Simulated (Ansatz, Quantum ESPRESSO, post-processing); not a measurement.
# Ba(100), 5 layers, one monolayer of H on top sites: vacuum level and surface dipole, part 2 of 2

Aim: the work function of each face of Ba(100), 5 layers, one monolayer of H on top sites, and how it moves with functional, pseudopotentials and boundary condition.

Quantum ESPRESSO 7.5; plane-wave DFT, PBE, GBRV ultrasoft pseudopotentials; geometry and cross-check by Ansatz 0.2.0 with PAW datasets.

So far. Step 9 (Ground state: PBE, SSSP efficiency): More iterations help only where the error still falls; otherwise the mixing, the start or the set-up has to change. Step 10 (SCF with pw.x: LDA, PseudoDojo norm-conserving): The upper face goes from 5.702 eV (PBE, GBRV) to 5.777 eV, a change of +0.075 eV.

## 11. SCF with pw.x: LDA, GBRV ultrasoft

Level of this step: plane-wave DFT, LDA, GBRV ultrasoft pseudopotentials (Quantum ESPRESSO 7.5).

File gbrv-lda.in:

```
&control
  prefix = 'gbrv-lda'
  outdir = './out'
  pseudo_dir = './pseudo'
  calculation = 'scf'
  tprnfor = .true.
/
&system
  ibrav = 0
  nat = 6
  ntyp = 2
  ecutwfc = 40
  ecutrho = 200
  occupations = 'smearing'
  smearing = 'mv'
  degauss = 0.02
  assume_isolated = 'esm'
  esm_bc = 'bc1'
/
&electrons
  conv_thr = 1e-07
  mixing_beta = 0.4
  electron_maxstep = 120
  mixing_mode = 'local-TF'
/
ATOMIC_SPECIES
  Ba  137.3270  ba_lda_v1.uspp.F.UPF
  H   1.0080  h_lda_v1.4.uspp.F.UPF
CELL_PARAMETERS angstrom
  5.02000000000000 0.00000000000000 0.00000000000000
  0.00000000000000 5.02000000000000 0.00000000000000
  0.00000000000000 0.00000000000000 29.04000000000000
ATOMIC_POSITIONS crystal
  Ba  0.000000000000 0.000000000000 -0.222908842813
  Ba  0.500000000000 0.500000000000 -0.136476335913
  Ba  0.000000000000 0.000000000000 -0.050043829013
  Ba  0.500000000000 0.500000000000 0.038737499035
  Ba  -0.000000000000 0.000000000000 0.146790980889
  H   -0.000000000000 0.000000000000 0.222908842813
K_POINTS automatic
  6 6 1 0 0 0
```

Run with:

```
$ OMP_NUM_THREADS=1 mpirun -n 4 pw.x -nk 2 -in gbrv-lda.in > gbrv-lda.out
```

The job ended after 3.1 min (4 MPI ranks of Arm Neoverse V1, shared host; peak memory 1.9 GiB).

Numbers from this step:

```
free energy                                                    : -4798.7920 eV
Fermi energy                                                   : -4.152 eV
vacuum line at the lower end of the cell, over the Fermi level : 2.526 eV
vacuum line at the upper end of the cell, over the Fermi level : 5.779 eV
```

The potential energy, planar mean oscillates, so the rows of the table below give means over windows of 2.56 Å about each position, cut where the curve ends. Its maxima inside the range that stand out by 2 % of the span (Å: eV): -5.2: -0.402, -2.7: -0.324, -0.2: -0.241, 2.7: 1.12. Its minima: -6.5: -3.57, -4.0: -3.06, -1.5: -3.18, 1.1: -3.42, 4.3: -3.64.

Electrostatic potential energy of an electron; zero at the Fermi level. Potential energy, planar mean against z; means over each step:

```
 z (Å)  potential energy, planar mean (eV)
-13.24                                2.53
-10.68                                2.50
 -8.12                               0.792
 -5.56                               -2.10
 -3.00                               -1.89
 -0.44                               -1.89
  2.12                              -0.958
  4.68                               -1.22
  7.24                                5.05
  9.80                                5.78
 12.36                                5.78
```

The upper face goes from 5.702 eV (PBE, GBRV) to 5.779 eV, a change of +0.077 eV.

## 12. Ground state: no dipole correction

What happens without any correction? The same slab is run as a plain periodic cell.

Level of this step: plane-wave DFT, PBE, GBRV ultrasoft pseudopotentials (Quantum ESPRESSO 7.5).

File nodip.in:

```
&control
  prefix = 'nodip'
  outdir = './out'
  pseudo_dir = './pseudo'
  calculation = 'scf'
  tprnfor = .true.
/
&system
  ibrav = 0
  nat = 6
  ntyp = 2
  ecutwfc = 40
  ecutrho = 200
  occupations = 'smearing'
  smearing = 'mv'
  degauss = 0.02
/
&electrons
  conv_thr = 1e-07
  mixing_beta = 0.4
  electron_maxstep = 120
  mixing_mode = 'local-TF'
/
ATOMIC_SPECIES
  Ba  137.3270  ba_pbe_v1.uspp.F.UPF
  H   1.0080  h_pbe_v1.4.uspp.F.UPF
CELL_PARAMETERS angstrom
  5.02000000000000 0.00000000000000 0.00000000000000
  0.00000000000000 5.02000000000000 0.00000000000000
  0.00000000000000 0.00000000000000 29.04000000000000
ATOMIC_POSITIONS crystal
  Ba  0.000000000000 0.000000000000 0.285812672200
  Ba  0.500000000000 0.500000000000 0.372245179100
  Ba  0.000000000000 0.000000000000 0.458677686000
  Ba  0.500000000000 0.500000000000 0.547459014048
  Ba  -0.000000000000 0.000000000000 0.655512495902
  H   -0.000000000000 0.000000000000 0.731630357825
K_POINTS automatic
  6 6 1 0 0 0
```

Run with:

```
$ OMP_NUM_THREADS=1 mpirun -n 4 pw.x -nk 2 -in nodip.in > nodip.out
```

The job ended after 97 s (4 MPI ranks; peak memory 1.9 GiB).

## 13. Potential by pp.x

File nodip.pot.in:

```
&inputpp
  prefix = 'nodip'
  outdir = './out'
  filplot = 'nodip.pot.dat'
  plot_num = 11
/
```

Run with:

```
$ OMP_NUM_THREADS=1 mpirun -n 4 pp.x -in nodip.pot.in > nodip.pot.out
```

Wall time 1.5 s (4 MPI ranks); peak memory 0.37 GiB.

The potential energy, planar mean oscillates, so the rows of the table below give means over windows of 2.67 Å about each position, cut where the curve ends. Its maxima inside the range that stand out by 2 % of the span (Å: eV): 9.5: -0.655, 12.1: -0.572, 14.6: -0.497, 17.4: 0.891, 22.5: 5.28. Its minima: 8.4: -3.73, 10.8: -3.24, 13.4: -3.36, 15.8: -3.60, 19.1: -3.84.

Electrostatic potential energy of an electron; zero at the Fermi level. Table of potential energy, planar mean by z; means over each step:

```
z (Å)  potential energy, planar mean (eV)
 1.33                                3.45
 4.00                                2.78
 6.67                               0.533
 9.34                               -2.33
12.02                               -2.17
14.68                               -2.20
17.36                               -1.04
20.02                             -0.0936
22.70                                5.07
25.37                                4.67
28.04                                4.08
```

The vacuum now slopes by 245 meV/Å: the images' field stands in it, and it also polarises the slab.

## 14. All levels side by side

All levels:

```
                                                                 level  upper face (eV)  lower face (eV)  dipole (e Å)  CPU time (s)
                                                 QE PBE GBRV, sawtooth            5.696            2.352       -0.4654         718.4
                                                  QE PBE GBRV, ESM bc1            5.702            2.349             -         789.3
                            QE LDA PseudoDojo norm-conserving, ESM bc1            5.777            2.525             -          1615
                                        QE LDA GBRV ultrasoft, ESM bc1            5.779            2.526             -         745.5
QE PBE GBRV, periodic uncorrected (sloping vacuum, so no single level)            4.415            3.147             -         388.1
               Ansatz PBE PAW, sawtooth (time of the whole relaxation)            5.688            2.364        -0.463         183.5
```

The times are CPU seconds on a shared host; the codes use unlike cutoffs, datasets and smearings, so their times compare unlike work.

## 15. Self-consistent run, with degauss = 0.002, ecutwfc = 20 and ecutrho = 160

How much does a setting matter? One run is repeated with a change.

File scf.w0.in:

```
&control
  prefix = 'scf.w0'
  outdir = './out'
  pseudo_dir = './pseudo'
  calculation = 'scf'
  tprnfor = .true.
  tefield = .true.
  dipfield = .true.
/
&system
  ibrav = 0
  nat = 6
  ntyp = 2
  ecutwfc = 20
  ecutrho = 160
  occupations = 'smearing'
  smearing = 'mv'
  degauss = 0.002
  edir = 3
  emaxpos = 0.97
  eopreg = 0.04
  eamp = 0.0
/
&electrons
  conv_thr = 1e-07
  mixing_beta = 0.4
  electron_maxstep = 120
  mixing_mode = 'local-TF'
/
ATOMIC_SPECIES
  Ba  137.3270  ba_pbe_v1.uspp.F.UPF
  H   1.0080  h_pbe_v1.4.uspp.F.UPF
CELL_PARAMETERS angstrom
  5.02000000000000 0.00000000000000 0.00000000000000
  0.00000000000000 5.02000000000000 0.00000000000000
  0.00000000000000 0.00000000000000 29.04000000000000
ATOMIC_POSITIONS crystal
  Ba  0.000000000000 0.000000000000 0.285812672200
  Ba  0.500000000000 0.500000000000 0.372245179100
  Ba  0.000000000000 0.000000000000 0.458677686000
  Ba  0.500000000000 0.500000000000 0.547459014048
  Ba  -0.000000000000 0.000000000000 0.655512495902
  H   -0.000000000000 0.000000000000 0.731630357825
K_POINTS automatic
  6 6 1 0 0 0
```

Run with:

```
$ OMP_NUM_THREADS=1 mpirun -n 4 pw.x -nk 2 -in scf.w0.in > scf.w0.out
```

Run time: 80 s. Hardware: 4 MPI ranks; peak memory 1.3 GiB.

The changed values were drawn from a wide range, not chosen for quality; the comparison shows what they did here together.

Beside the run it was changed from:

```
                     quantity   this run  unchanged run  difference
dipole along the normal (e·Å)    -0.4704        -0.4654     -0.0050
             free energy (eV)  -4794.597      -4794.986        0.39
                wall time (s)         80            178            
               SCF iterations         25             23
```

The free energy moves by +65 meV an atom.

The physical values in this table move by up to 1.1 %.

## 16. Potential by pp.x

The same post-processing, on the changed run.

File scf.w0.pot.in:

```
&inputpp
  prefix = 'scf.w0'
  outdir = './out'
  filplot = 'scf.w0.pot.dat'
  plot_num = 11
/
```

Run with:

```
$ OMP_NUM_THREADS=1 mpirun -n 4 pp.x -in scf.w0.pot.in > scf.w0.pot.out
```

Elapsed: 1.3 s, on 4 MPI ranks; peak memory 0.27 GiB.

Beside the run it was changed from:

```
                                                                  quantity  this run  unchanged run  difference
                                      work function of the upper face (eV)     5.688          5.696     -0.0078
                                      work function of the lower face (eV)     2.309          2.352      -0.043
   upper vacuum line continued to the top atoms, over the Fermi level (eV)     5.688          5.696     -0.0080
lower vacuum line continued to the bottom atoms, over the Fermi level (eV)     2.293          2.337      -0.044
                                                             wall time (s)       1.3            1.5
```

Levels move by up to 44 meV, a modest change.

## 17. Self-consistent run, with edir = 1

One more run, with a changed input.

File scf.bad.in:

```
&control
  prefix = 'scf.bad'
  outdir = './out'
  pseudo_dir = './pseudo'
  calculation = 'scf'
  tprnfor = .true.
  tefield = .true.
  dipfield = .true.
/
&system
  ibrav = 0
  nat = 6
  ntyp = 2
  ecutwfc = 40
  ecutrho = 200
  occupations = 'smearing'
  smearing = 'mv'
  degauss = 0.02
  edir = 1
  emaxpos = 0.97
  eopreg = 0.04
  eamp = 0.0
/
&electrons
  conv_thr = 1e-07
  mixing_beta = 0.4
  electron_maxstep = 50
  mixing_mode = 'local-TF'
/
ATOMIC_SPECIES
  Ba  137.3270  ba_pbe_v1.uspp.F.UPF
  H   1.0080  h_pbe_v1.4.uspp.F.UPF
CELL_PARAMETERS angstrom
  5.02000000000000 0.00000000000000 0.00000000000000
  0.00000000000000 5.02000000000000 0.00000000000000
  0.00000000000000 0.00000000000000 29.04000000000000
ATOMIC_POSITIONS crystal
  Ba  0.000000000000 0.000000000000 0.285812672200
  Ba  0.500000000000 0.500000000000 0.372245179100
  Ba  0.000000000000 0.000000000000 0.458677686000
  Ba  0.500000000000 0.500000000000 0.547459014048
  Ba  -0.000000000000 0.000000000000 0.655512495902
  H   -0.000000000000 0.000000000000 0.731630357825
K_POINTS automatic
  6 6 1 0 0 0
```

Run with:

```
$ OMP_NUM_THREADS=1 mpirun -n 4 pw.x -nk 2 -in scf.bad.in > scf.bad.out
```

It took 2.9 min on 4 MPI ranks; peak memory 2 GiB.

Residual by cycle:

cycle, log10 residual and a bar from the least value:
```
        1        1.4 ##############################
        3       -0.1 #########################
        4       -0.6 #######################
        6       -1.0 #####################
        8       -1.7 ###################
       10       -1.9 ###################
       11       -2.4 #################
       13       -3.6 #############
       15       -4.4 ##########
       17       -5.3 #######
       18       -6.1 ####
       20       -7.2
```

The SCF loop closed, but a setting was changed on purpose, so the numbers serve as a test and not as the result.

The fault put into the input: the field along an axis without vacuum (system.edir = 1).

The sawtooth now points along the plane and cuts through the slab, so dipole and levels describe no physical state.

## 18. Potential by pp.x

The follow-up step for that run.

File scf.bad.pot.in:

```
&inputpp
  prefix = 'scf.bad'
  outdir = './out'
  filplot = 'scf.bad.pot.dat'
  plot_num = 11
/
```

Run with:

```
$ OMP_NUM_THREADS=1 mpirun -n 4 pp.x -in scf.bad.pot.in > scf.bad.pot.out
```

Wall time 1.5 s (4 MPI ranks); peak memory 0.37 GiB.

The sawtooth now points along the plane and cuts through the slab, so dipole and levels describe no physical state.

## 19. By hand

In the first self-consistent run, on its own zero, the Fermi level is 0.407 eV and the upper vacuum level 6.102 eV: φ = 6.102 − (0.407) = 5.695 eV.

The dipole of -2.2354 D is -0.4654 e Å (1 D = 0.20819 e Å). A dipole layer steps the potential by e p/(ε₀A), with e/ε₀ = 180.95 V Å: 180.95 × 0.4654 / 25.200 = 3.342 eV, against 3.344 eV between the two work functions.

## 20. Outcome

| Quantity | Value |
| --- | --- |
| work function of the covered face, PBE, GBRV | 5.70 eV |
| work function of the bare face, PBE, GBRV | 2.35 eV |
| covered face by ESM | 5.70 eV |
| dipole along the normal | -0.465 e·Å |
| covered face by Ansatz | 5.69 eV |

What this shows: At the first level (PBE, GBRV ultrasoft) the work function comes to 5.70 eV on the upper face and 2.35 eV on the lower. The H layer ends 2.21 Å above the top metal plane and raises the work function by 3.34 eV against the bare face. This is the step −180.95 p/A = +3.34 eV of the slab's dipole p = -0.4654 e Å, which the dipole correction builds in. The bare face is held at bulk positions, so it is no relaxed clean surface. ESM differs from the periodic treatment by +6 meV on the upper face and -3 meV on the lower. Over the levels tried, the uncorrected run apart, the upper face spans 5.69 eV (Ansatz PBE PAW, sawtooth) to 5.78 eV (QE LDA GBRV ultrasoft, ESM bc1). Without a correction the vacuum potential slopes by 245 meV/Å, so no single vacuum level can be read. Quantum ESPRESSO and Ansatz give 5.70 and 5.69 eV for the upper face, which agree. Ansatz ran with Fermi-Dirac smearing of 0.1 eV against cold smearing of 0.02 Ry, which alone can move a level by some tens of meV. With 6×6 points and so few layers the values hold to some 0.05 to 0.1 eV. The slab is cut at a tabulated measured bulk lattice constant, given to two decimals. A full 1×1 monolayer may not be the stable structure at this coverage.

[Logs are printed without paths, hosts, clocks, repeated set-up lines and the standing remarks that a program may print on its own settings, such as how far it seeks lower states.]

[Hosts, paths, dates, database ids (printed as entryN), source tags and the programs' standing remarks are cut or masked in the printed files.]

[Maps of the electrostatic potential energy from Ansatz leave out the sawtooth potential of an applied field or a dipole correction, so their vacuum need not be flat; planar profiles and work functions include it.]
